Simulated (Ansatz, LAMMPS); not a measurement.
# Gap against volume in glassy 69SiO2-19Al2O3-6SrO-6Li2O (mol %) (106 atoms)

Density of this cell: 2.66 g/cm³. The cell holds 106 atoms: 22 Si, 12 Al, 2 Sr, 4 Li and 66 O. Cell: a = 11.217 Å, b = 11.109 Å, c = 11.043 Å, α = 91.2°, β = 87.5°, γ = 90.7°. The starting structure: 106 atoms (22 Si, 12 Al, 2 Sr, 4 Li, 66 O) placed at random at 2.72 g/cm³, melted at 4000 K for 10 ps at fixed volume with the Morse and Coulomb pair potential with partial charges (Pedone, Malavasi, Menziani, Cormack and Segre, J. Phys. Chem. B 110, 11780 (2006)). Quenched from 4000 K to 300 K at 50 K/ps and fixed volume, held 5 ps.

Calculated with Ansatz 0.2.0: Kohn-Sham DFT, PBE, PAW (set soft_2), plane waves; cutoff 420 eV, Γ point, gaussian smearing of 0.025 eV. The relaxed cell was scaled evenly and the atoms were relaxed at each volume. The gap is that between the highest filled and the lowest empty Kohn-Sham level on the run's k-points.

| volume (Å³/atom) | gap (eV) |
| --- | --- |
| 11.669 | 4.651 |
| 12.187 | 4.510 |
| 12.576 | 4.403 |
| 12.965 | 4.293 |
| 13.354 | ? |
| 13.743 | 3.967 |

**Question.** Fit a straight line in ln V to the rows given and interpolate to the withheld row.

Worked fit:

A volume deformation potential makes the spacing linear in u = ln(V/V0), with V0 = 12.965 Å³ the relaxed volume; v is the spacing.

```
u = ln(V/V0)  v (eV)
   -0.105360  4.6506
  -0.0618759  4.5102
  -0.0304600  4.4026
           0  4.2933
   0.0582690  3.9672
```

With n = 5: mean u = -0.0278854, mean v = 4.36478, Σ(u − ū)² = 0.015364, Σ(u − ū)(v − v̄) = -0.063431. Slope b = -0.063431 / 0.015364 = -4.1284; intercept a = v̄ − b ū = 4.2497.

At the withheld volume u = 0.02956, and v = a + b u.

Prediction at 13.354: 4.128 eV. The run gave 4.185 eV, so the fit is low by 0.057 eV (1.4 % of the value).

The slope, -4.13 eV, says that the spacing narrows on expansion. Among the rows given, the largest miss of the fit is at 12.965, by 0.044 eV (6.4 % of the range of the table).

Limits: The table spans 16 % in volume, wide for a linear law. Semilocal functionals tend to put gaps under measured ones. Only the Γ point is sampled. Atoms move by up to 1.0 Å in these relaxations, so the structure changes along the series. Defect or tail levels can set the spacing of a disordered cell.

[Logs are printed without paths, hosts, clocks, repeated set-up lines and the standing remarks that a program may print on its own settings, such as how far it seeks lower states.]

[Hosts, paths, dates, database ids (printed as entryN), source tags and the programs' standing remarks are cut or masked in the printed files.]
